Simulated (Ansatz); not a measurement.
# Arsenene bilayer (AB) in a perpendicular field

What dipole does a perpendicular field induce in the arsenene bilayer (AB), and does the gap follow? A positive field points along +c.

Method: plane-wave DFT, PBE-D3(BJ), Ansatz PAW, in Ansatz 0.2.0.

## Step 1: The structure

The cell holds 4 atoms: 4 As. Cell: a = 3.610 Å, b = 3.610 Å, c = 42.600 Å, α = 90.0°, β = 90.0°, γ = 120.0°. Regions: layer 1: arsenene, 2 atoms (2 As); layer 2: arsenene, 2 atoms (2 As). Vacuum lies along c.

## Step 2: Relaxation

The starting cell is a guess, so the in-plane lattice and the atoms are relaxed first, with the slab cut off from its images along the normal.

input.yaml

```yaml
crystal:
  lattice:
    - [3.61, 0.0, 0.0]
    - [-1.805, 3.1263517077, 0.0]
    - [0.0, 0.0, 42.6000000002]
  atoms:
    - { symbol: As, position: [0.6666666667, 0.3333333333, 0.4319248826] }
    - { symbol: As, position: [0.3333333333, 0.6666666667, 0.4647887324] }
    - { symbol: As, position: [0.0, 0.0, 0.5352112676] }
    - { symbol: As, position: [0.6666666667, 0.3333333333, 0.5680751174] }
  periodic: [true, true, false]
kpoints:
  mp_grid: { grid: [12, 12, 1] }
hamiltonian:
  xc: pbe
  dispersion: d3bj
scf:
  occupations: { method: fermi_dirac, width: 0.05 }
  convergence: { dr2_threshold: 1.0e-09 }
relax:
  f_tol: 0.004
  max_steps: 90
  cell: {}
output:
  write_potential: true
  write_density: true
  volumetric_format: npy
```

The run is started by

```console
$ ansatz run input.yaml --threads 4 --pin off --max-ram 8192MiB --backend cpu --events-out ev --progress --plain --runs-dir out
```

Standard output:

```text
Warning: relax.cell: scf.convergence.dr2_threshold = 1e-9 eV is looser than the 1.60230732203e-10 eV advised for a relaxation that steers and ends on the stress (1e-10 eV for each atom of the cell: 4, times the square of relax.cell.stress_2d_tol = 0.05 N/m over 15.8 Å (the atoms' height at the walk's start and 5 Å past either face), 3.165e-2 GPa, over a crystal's default 0.05). What an SCF threshold leaves in a stress goes as its square root, and in the free energy as the threshold itself, and one threshold admits the most on a small cell: [figures from the program's tests cut] Set scf.convergence.dr2_threshold to 1.60230732203e-10 eV or tighter. [rest of the remark cut]
Engine: ansatz 0.2.0, x86_64-unknown-linux-gnu
Pseudopotentials: kind: paw
Pseudopotential: As, paw, valence charge 15, recommended cutoff 420 eV (normal), As.paw.azcp
Functional definition: PBE
  parameter kappa = 0.804
  parameter beta = 0.066725
  exchange = pbe_x(kappa = kappa, mu = beta*pi^2/3)
  correlation = pbe_c(beta = beta)
Crystal: 4 atoms, lattice volume = 480.789 Å³
Basis set: ecut = 420 eV, 9287 PW (Γ), exchange–correlation on 50×50×576 points (8 copies of the dense FFT grid, shifted against one another)
Bands: 36, of which v1, the nominal top of the filled ones, is band 30 counted from 1 (29 counted from 0)
Symmetry: 12 space group operations
Space group: P-3m1 (ITA 164), of the structure as read, at distance tolerance 7.8e-5 Å
k-points: 19 of 144
Non-local potential: As, projectors of the file, l = 0: 2, l = 1: 2, l = 2: 3, l = 3: 1
PAW form: soft (Blöchl's): semilocal exchange-correlation on the pseudo side does not see the compensation charge
PAW one-centre angular grid: As, 590 points (default); XC on 64 Gauss nodes
Initial density: superposition of atomic densities (neutral atoms: chi_scale 0, normalization atom), corrected by the library's trained network
Initial wavefunctions: pseudopotential atomic-orbital guess
Functional: x = pbe(κ = 0.804, μ = 0.219515), c = pbe(β = 0.066725)
SCF iter   1: F=—  HF=-19425.605282 eV  |F-HF|=—  |Δ(HF+E_count)|=         —  Δρ=7.95e-4  dr2=8.88e-3  ethr=1.77e-3  ⟨swp⟩=11.2  Hψ=3536  notcnv=0
preconditioner: auto → Resta (q_TF=auto, 1.929 Å⁻¹)  ε∞=1.7  [insulator: Δε(μ)=0.735 eV  Ē_g=8.755 eV  σ=0.050 eV  W_gap=1.00  n_scr=26 (ndim 8)  ℏωp=7.6 eV  f_vac=0.773  D(μ)=0.00/eV (n_scr^D=0)  ε∞_Penn≈1.7  vacuum switching on, ρ_ref=5.6e-3 e/Å³]
SCF iter   2: F=—  HF=-19425.603919 eV  |F-HF|=—  |Δ(HF+E_count)|=   1.36e-3  Δρ=7.56e-4  dr2=1.24e-2  ethr=1.48e-5  ⟨swp⟩=3.9  Hψ=1855  notcnv=0  defer=19
SCF iter   3: F=—  HF=-19425.602874 eV  |F-HF|=—  |Δ(HF+E_count)|=   1.05e-3  Δρ=3.46e-4  dr2=2.36e-3  ethr=1.48e-5  ⟨swp⟩=2.1  Hψ=851  notcnv=0  defer=19
SCF iter   4: F=—  HF=-19425.602941 eV  |F-HF|=—  |Δ(HF+E_count)|=   6.65e-5  Δρ=1.15e-4  dr2=1.49e-4  ethr=3.94e-6  ⟨swp⟩=2.4  Hψ=916  notcnv=0  defer=19
SCF iter   5: F=—  HF=-19425.602967 eV  |F-HF|=—  |Δ(HF+E_count)|=   2.64e-5  Δρ=4.74e-5  dr2=1.45e-5  ethr=2.49e-7  ⟨swp⟩=3.1  Hψ=1229  notcnv=0  defer=19
SCF iter   6: F=—  HF=-19425.602975 eV  |F-HF|=—  |Δ(HF+E_count)|=   8.31e-6  Δρ=1.19e-5  dr2=2.05e-6  ethr=2.42e-8  ⟨swp⟩=3.0  Hψ=1391  notcnv=0  defer=19
SCF iter   7: F=—  HF=-19425.603017 eV  |F-HF|=—  |Δ(HF+E_count)|=   4.17e-5  Δρ=5.36e-6  dr2=2.38e-7  ethr=3.41e-9  ⟨swp⟩=2.5  Hψ=1327  notcnv=0  defer=19
SCF iter   8: F=—  HF=-19425.603017 eV  |F-HF|=—  |Δ(HF+E_count)|=   1.50e-7  Δρ=1.49e-6  dr2=8.33e-9  ethr=3.97e-10  ⟨swp⟩=2.7  Hψ=1282  notcnv=0  defer=19
SCF iter   9: F=—  HF=-19425.603017 eV  |F-HF|=—  |Δ(HF+E_count)|=   7.04e-9  Δρ=5.69e-7  dr2=2.19e-9  ethr=1.39e-11  ⟨swp⟩=3.0  Hψ=1359  notcnv=0  defer=18
SCF iter  10: F=-19425.603017 eV  HF=-19425.603017 eV  |F-HF|=1.02e-10  |Δ(HF+E_count)|=   1.41e-9  Δρ=3.49e-8  dr2=5.99e-12  ethr=1.67e-12  ⟨swp⟩=9.8  Hψ=4314  notcnv=0
SCF 1 converged in 10 iterations: F = -19425.603017 eV  dr2 = 5.99e-12
  greatest PAW one-centre occupation: 0.999 electrons in one spin orbital (limit 2), on the As atom at site 2 (counted from 0), in its partial waves of l = 2
relax step   1: F+E_penalty+E_count = -19425.60301684 eV  Δ(F+E_penalty+E_count) = +0.000e0 eV  max|allowed force component| = 2.460e-1 eV/Å  Δτ_max = 0.0000 Å  P = -0.791 N/m  Ω = 480.789 Å³  fix = [c, alpha, beta]  reactions: c +0.000 N/m  (10 SCF iters, accepted)
Crystal: 4 atoms, lattice volume = 480.011 Å³
Basis set: ecut = 420 eV, 9275 PW (Γ), exchange–correlation on 50×50×576 points (8 copies of the dense FFT grid, shifted against one another)
Initial density: handed on by an earlier stage of this run
Initial wavefunctions: those handed on with the density
iter 1 solved again at ethr=1.24e-4 eV; its pass at ethr=3.10e-3 eV (dr2=7.46e-2 eV) is discarded
SCF iter   1: F=—  HF=-19425.617662 eV  |F-HF|=—  |Δ(HF+E_count)|=         —  Δρ=5.98e-3  dr2=7.51e-2  ethr=1.24e-4  ⟨swp⟩=2.0  Hψ=3802  notcnv=0
preconditioner: auto → LDOS  [insulator: Δε(μ)=0.387 eV  Ē_g=8.932 eV  σ=0.050 eV  W_gap=0.96  n_scr=26 (ndim 8)  ℏωp=7.6 eV  f_vac=0.783  D(μ)=0.09/eV (n_scr^D=2)  ε∞_Penn≈1.7  β→1.0]
SCF iter   2: F=—  HF=-19425.645305 eV  |F-HF|=—  |Δ(HF+E_count)|=   2.76e-2  Δρ=1.75e-3  dr2=1.39e-1  ethr=1.24e-4  ⟨swp⟩=3.3  Hψ=1139  notcnv=0
SCF iter   3: F=—  HF=-19425.642820 eV  |F-HF|=—  |Δ(HF+E_count)|=   2.49e-3  Δρ=1.81e-3  dr2=1.30e-1  ethr=1.24e-4  ⟨swp⟩=4.1  Hψ=1277  notcnv=0
SCF iter   4: F=—  HF=-19425.629289 eV  |F-HF|=—  |Δ(HF+E_count)|=   1.35e-2  Δρ=6.45e-4  dr2=1.64e-2  ethr=1.24e-4  ⟨swp⟩=2.3  Hψ=915  notcnv=0
SCF iter   5: F=—  HF=-19425.626940 eV  |F-HF|=—  |Δ(HF+E_count)|=   2.35e-3  Δρ=1.77e-4  dr2=1.15e-3  ethr=2.74e-5  ⟨swp⟩=2.3  Hψ=914  notcnv=0
SCF iter   6: F=—  HF=-19425.626782 eV  |F-HF|=—  |Δ(HF+E_count)|=   1.58e-4  Δρ=2.45e-5  dr2=2.19e-5  ethr=1.92e-6  ⟨swp⟩=2.3  Hψ=852  notcnv=0
SCF iter   7: F=—  HF=-19425.626782 eV  |F-HF|=—  |Δ(HF+E_count)|=   4.33e-7  Δρ=4.69e-6  dr2=1.78e-7  ethr=3.64e-8  ⟨swp⟩=3.7  Hψ=1266  notcnv=0
SCF iter   8: F=—  HF=-19425.626826 eV  |F-HF|=—  |Δ(HF+E_count)|=   4.40e-5  Δρ=1.29e-6  dr2=7.05e-9  ethr=2.96e-10  ⟨swp⟩=3.1  Hψ=1450  notcnv=0
SCF iter   9: F=-19425.626826 eV  HF=-19425.626826 eV  |F-HF|=4.58e-10  |Δ(HF+E_count)|=   1.31e-8  Δρ=2.13e-7  dr2=3.14e-10  ethr=1.67e-12  ⟨swp⟩=11.9  Hψ=4942  notcnv=0
SCF 2 converged in 9 iterations: F = -19425.626826 eV  dr2 = 3.14e-10
[...]
SCF iter   2: F=—  HF=-19425.651417 eV  |F-HF|=—  |Δ(HF+E_count)|=   1.59e-2  Δρ=1.16e-3  dr2=4.06e-2  ethr=1.47e-4  ⟨swp⟩=3.5  Hψ=1264  notcnv=0
SCF iter   3: F=—  HF=-19425.648454 eV  |F-HF|=—  |Δ(HF+E_count)|=   2.96e-3  Δρ=8.57e-4  dr2=2.66e-2  ethr=6.76e-5  ⟨swp⟩=3.5  Hψ=1252  notcnv=0
SCF iter   4: F=—  HF=-19425.645462 eV  |F-HF|=—  |Δ(HF+E_count)|=   2.99e-3  Δρ=3.03e-4  dr2=3.15e-3  ethr=4.43e-5  ⟨swp⟩=2.0  Hψ=834  notcnv=0
SCF iter   5: F=—  HF=-19425.644894 eV  |F-HF|=—  |Δ(HF+E_count)|=   5.67e-4  Δρ=9.69e-5  dr2=3.51e-4  ethr=5.26e-6  ⟨swp⟩=2.3  Hψ=872  notcnv=0
SCF iter   6: F=—  HF=-19425.644844 eV  |F-HF|=—  |Δ(HF+E_count)|=   5.06e-5  Δρ=1.64e-5  dr2=8.58e-6  ethr=5.85e-7  ⟨swp⟩=2.6  Hψ=887  notcnv=0
SCF iter   7: F=—  HF=-19425.644852 eV  |F-HF|=—  |Δ(HF+E_count)|=   7.76e-6  Δρ=3.33e-6  dr2=8.87e-8  ethr=1.43e-8  ⟨swp⟩=3.6  Hψ=1510  notcnv=0
SCF iter   8: F=—  HF=-19425.644897 eV  |F-HF|=—  |Δ(HF+E_count)|=   4.53e-5  Δρ=7.68e-7  dr2=1.07e-8  ethr=1.48e-10  ⟨swp⟩=3.1  Hψ=1397  notcnv=0
SCF iter   9: F=-19425.644897 eV  HF=-19425.644897 eV  |F-HF|=1.08e-9  |Δ(HF+E_count)|=   3.69e-9  Δρ=1.68e-7  dr2=2.98e-10  ethr=1.67e-12  ⟨swp⟩=9.8  Hψ=5490  notcnv=0
SCF 3 converged in 9 iterations: F = -19425.644897 eV  dr2 = 2.98e-10
relax step   3: F+E_penalty+E_count = -19425.64489689 eV  Δ(F+E_penalty+E_count) = -1.807e-2 eV  max|allowed force component| = 3.221e-2 eV/Å  Δτ_max = 0.1950 Å  P = +1.511 N/m  Ω = 483.439 Å³  energy of the carried Pulay correction = -6.658e-5 eV  fix = [c, alpha, beta]  reactions: c +0.000 N/m  (9 SCF iters, accepted)
[...]
relax step   4: F+E_penalty+E_count = -19425.64148853 eV  Δ(F+E_penalty+E_count) = +3.408e-3 eV  max|allowed force component| = 1.578e-1 eV/Å  Δτ_max = 0.1258 Å  P = +1.034 N/m  Ω = 492.901 Å³  energy of the carried Pulay correction = -3.014e-4 eV  fix = [c, alpha, beta]  (9 SCF iters, rejected (line search))
[...]
relax step   5: F+E_penalty+E_count = -19425.65797653 eV  Δ(F+E_penalty+E_count) = -1.308e-2 eV  max|allowed force component| = 3.467e-2 eV/Å  Δτ_max = 0.0304 Å  P = -0.287 N/m  Ω = 498.288 Å³  energy of the carried Pulay correction = -4.331e-4 eV  fix = [c, alpha, beta]  reactions: c -0.000 N/m  (9 SCF iters, accepted)
[...]
relax step   6: F+E_penalty+E_count = -19425.65900639 eV  Δ(F+E_penalty+E_count) = -1.030e-3 eV  max|allowed force component| = 8.898e-3 eV/Å  Δτ_max = 0.0140 Å  P = -0.034 N/m  Ω = 496.865 Å³  energy of the carried Pulay correction = -3.984e-4 eV  fix = [c, alpha, beta]  reactions: c -0.000 N/m  (7 SCF iters, accepted)
[...]
relax step   7: F+E_penalty+E_count = -19425.65906640 eV  Δ(F+E_penalty+E_count) = -6.001e-5 eV  max|allowed force component| = 2.295e-4 eV/Å  Δτ_max = 0.0053 Å  P = +0.019 N/m  Ω = 496.693 Å³  energy of the carried Pulay correction = -3.942e-4 eV  fix = [c, alpha, beta]  reactions: c +0.000 N/m  (7 SCF iters, accepted)
Initial wavefunctions: pseudopotential atomic-orbital guess (no wavefunctions were taken with the density)
iter 1 solved again at ethr=1.92e-7 eV; its pass at ethr=3.10e-3 eV (dr2=1.15e-4 eV) is discarded
SCF iter   1: F=—  HF=-19425.659349 eV  |F-HF|=—  |Δ(HF+E_count)|=         —  Δρ=1.60e-5  dr2=1.27e-7  ethr=1.92e-7  ⟨swp⟩=5.5  Hψ=6159  notcnv=0
SCF iter   2: F=—  HF=-19425.659508 eV  |F-HF|=—  |Δ(HF+E_count)|=   1.58e-4  Δρ=3.42e-6  dr2=4.66e-8  ethr=2.11e-10  ⟨swp⟩=5.0  Hψ=2119  notcnv=0
SCF iter   3: F=—  HF=-19425.659505 eV  |F-HF|=—  |Δ(HF+E_count)|=   2.56e-6  Δρ=1.26e-6  dr2=4.71e-9  ethr=7.77e-11  ⟨swp⟩=2.5  Hψ=1352  notcnv=0
SCF iter   4: F=—  HF=-19425.659507 eV  |F-HF|=—  |Δ(HF+E_count)|=   2.18e-6  Δρ=3.29e-7  dr2=2.81e-9  ethr=1.67e-12  ⟨swp⟩=16.4  Hψ=5619  notcnv=0
SCF iter   5: F=-19425.659508 eV  HF=-19425.659507 eV  |F-HF|=2.64e-8  |Δ(HF+E_count)|=   1.42e-7  Δρ=1.20e-7  dr2=8.86e-11  ethr=1.67e-12  ⟨swp⟩=7.0  Hψ=4054  notcnv=0
SCF 8 converged in 5 iterations: F = -19425.659508 eV  dr2 = 8.86e-11
relax step   8: F+E_penalty+E_count = -19425.65950752 eV  Δ(F+E_penalty+E_count) = -4.411e-4 eV  max|allowed force component| = 1.794e-4 eV/Å  Δτ_max = 0.0000 Å  P = +0.023 N/m  Ω = 496.693 Å³  fix = [c, alpha, beta]  reactions: c +0.000 N/m  stress off target by 2.35e-2 N/m on what of the cell is left free  SCF on the basis re-selected at this cell (its energy is not comparable with the rows above)  (5 SCF iters)
basis re-selected at this cell: Δ(F+E_penalty+E_count) = -4.411e-4 eV, ΔP = +0.005 N/m vs the last step (what re-selecting the basis moved, of the pressure what is left beyond the Pulay correction that the steps carried, after the strain that the cell walked since its last selection, with what the two solves' SCF thresholds leave and, on support functions, any second-order correction that the steps lacked; it is no m [...]
WARN: The input density's exchange-correlation potential varies sharply where the density is thin. Do not read a vacuum level from v_tot or v_xc, or from such a field of the output density. On a cell that repeats whose density bears no net charge and no dipole along the vacuum's axis use v_es (v_loc + v_h of the components); under efield.dipole_correction with no amplitude use v_es + v_field, which holds any external [...]
SCF converged after 5 iterations
Free energy (F): -19425.659508 eV
Harris-Foulkes:  -19425.659507 eV  (|F-HF|=2.64e-8)
Internal energy: -19425.653982 eV  (E = F + TS)
E sigma→0 (E₀):  -19425.656745 eV
Entropy (-TS):   -0.005526 eV (-1.381 meV/atom)
Fermi energy:    -4.144359 eV
--- Per-component energies (eV) ---
  E_band       = -1833.799813
  E_kinetic    = 409.623740
  E_local      = -241340.830961  (includes V_loc(G=0)·N_el)
  E_nonlocal   = -2682.834268
  E_hartree    = 120582.160145
  E_xc         = -316.420784
  E_vxc        = -316.059883  (∫ρ·V_xc dr)
  E_paw        = -7338.347806  (= ΣΔE_a)
  E_vpaw       = 931.981485  (= ΣTr[D̂ρ^β])
  E_aug_tail   = 0.000027  (compensation charges beyond the density's cutoff)
  E_ewald      = 111262.213094
  E_disp       = -1.217168  (pairwise vdW)
  E_smearing   = -0.005526  (= −TS)
  E_closure    = 0.000000  (closes the sum)
  Σ components = -19425.659508   (vs F -19425.659508, Δ=0.00e0)
--- Forces (eV/Å), atoms counted from 1 ---
  atom   1  As     0.00000000    -0.00000000     0.00007352
  atom   2  As     0.00000000     0.00000000     0.00017938
  atom   3  As     0.00000000    -0.00000000    -0.00017938
  atom   4  As    -0.00000000     0.00000000    -0.00007352
  max |Σ_I F_I| component: 1.16e-18 eV/Å
--- 2D stress c σ (N/m, compression-positive) ---
        0.023480      -0.000000       0.000000
       -0.000000       0.023480       0.000000
        0.000000       0.000000       0.000000
  P = ½ c Tr σ = 0.0235 N/m
--- Band table (eV; the first three rows and the last of 19) ---
  k-point 0: bands = [... 26 lower, -5.8475, -5.6612, -5.6612, -4.5956, -3.9935, -2.7127, -2.7127, -2.1070, ... 2 higher]
  k-point 1: bands = [... 26 lower, -6.1665, -6.1270, -5.7595, -4.2173, -3.4788, -2.8052, -2.5165, -1.9919, ... 2 higher]
  k-point 2: bands = [... 26 lower, -6.6385, -6.1685, -6.1019, -4.8083, -3.2980, -2.4446, -2.1451, -1.6843, ... 2 higher]
  k-point 18: bands = [... 26 lower, -8.0949, -7.4922, -7.4922, -6.7803, -2.9336, -2.9336, -1.8831, -0.1070, ... 2 higher]
  the weakly bound empty levels are not read free of the cell's end (no_gap_told)
--- Relaxed structure (7 steps of the walk, 6 accepted, 1 SCFs on fresh bases) ---
  F+E_penalty+E_count = -19425.65950752 eV   max|allowed force component| = 1.794e-4 eV/Å   (the final SCF, on the basis selected at the relaxed cell)
  cell:  # Å, volume = 496.6934 Å³
    - [3.669223, 0.0, 0]
    - [-1.834611, 3.177640, 0]
    - [0, 0, 42.6000000002]
  atoms:
    - { symbol: As, position: [0.666667, 0.333333, 0.442200] }
    - { symbol: As, position: [0.333333, 0.666667, 0.473787] }
    - { symbol: As, position: [2.312965e-18, 1.387779e-17, 0.526213] }
    - { symbol: As, position: [0.666667, 0.333333, 0.557800] }
```

It took 1.7 min on 4 threads of Intel Xeon at 2.50GHz (Skylake/Cascade Lake), shared host; peak memory 1 GiB.

In the SCF lines HF is the Harris–Foulkes energy and dr2 the Hartree energy of the density residual, in eV; the loop may stop once dr2 is under the threshold and the program's other checks hold. Hψ counts applications of the Hamiltonian.

Step by step:

| step | energy less that of the first step (eV) | largest force component (eV/Å) | volume (Å³) |
| --- | --- | --- | --- |
| 1 | 0.0000 | 0.2460 | 480.79 |
| 2 | -0.0238 | 0.1289 | 480.01 |
| 3 | -0.0419 | 0.0322 | 483.44 |
| 4 | -0.0385 | 0.1578 | 492.90 |
| 5 | -0.0550 | 0.0347 | 498.29 |
| 6 | -0.0560 | 0.0089 | 496.87 |
| 7 | -0.0560 | 0.0002 | 496.69 |
| 8* | -0.0565 | 0.0002 | 496.69 |

Relaxation steps marked * repeat the geometry before them on a plane-wave basis chosen anew for their cell, so energy and pressure can jump there. Relaxation step 4 was tried and not accepted.

The run keeps the 12 symmetry operations that the program found, so distortions that break them were not tested.

| cell as run | before | after | change |
| --- | --- | --- | --- |
| a (Å) | 3.610 | 3.669 | +1.6 % |
| b (Å) | 3.610 | 3.669 | +1.6 % |

The atoms that moved most (Å, along periodic axes as changes of fractional coordinates times the final cell, across vacuum about the mean position):

| atom | dx | dy | dz | length |
| --- | --- | --- | --- | --- |
| As4 | 0.000 | 0.000 | -0.438 | 0.438 |
| As1 | 0.000 | 0.000 | 0.438 | 0.438 |
| As2 | 0.000 | 0.000 | 0.383 | 0.383 |
| As3 | 0.000 | 0.000 | -0.383 | 0.383 |

The relaxed structure:

```xyz
4
Lattice="3.6692 0.0000 0.0000 -1.8346 3.1776 0.0000 0.0000 0.0000 42.6000" Properties=species:S:1:pos:R:3
As    1.8346    1.0592   18.8377
As    0.0000    2.1184   20.1833
As    0.0000    0.0000   22.4167
As    1.8346    1.0592   23.7623
```

This step gave:

```
energy at zero smearing : -19425.6567 eV
```

The lattice constant a goes from 3.610 to 3.669 Å.

(Part 1 of 3 ends here.)

[Long decimals in the printed logs are rounded to 6 places.]

[Logs are printed without paths, hosts, clocks, repeated set-up lines and the standing remarks that a program may print on its own settings, such as how far it seeks lower states.]

[Hosts, paths, dates, database ids (printed as entryN), source tags and the programs' standing remarks are cut or masked in the printed files.]

[Maps of the electrostatic potential energy from Ansatz leave out the sawtooth potential of an applied field or a dipole correction, so their vacuum need not be flat; planar profiles and work functions include it.]
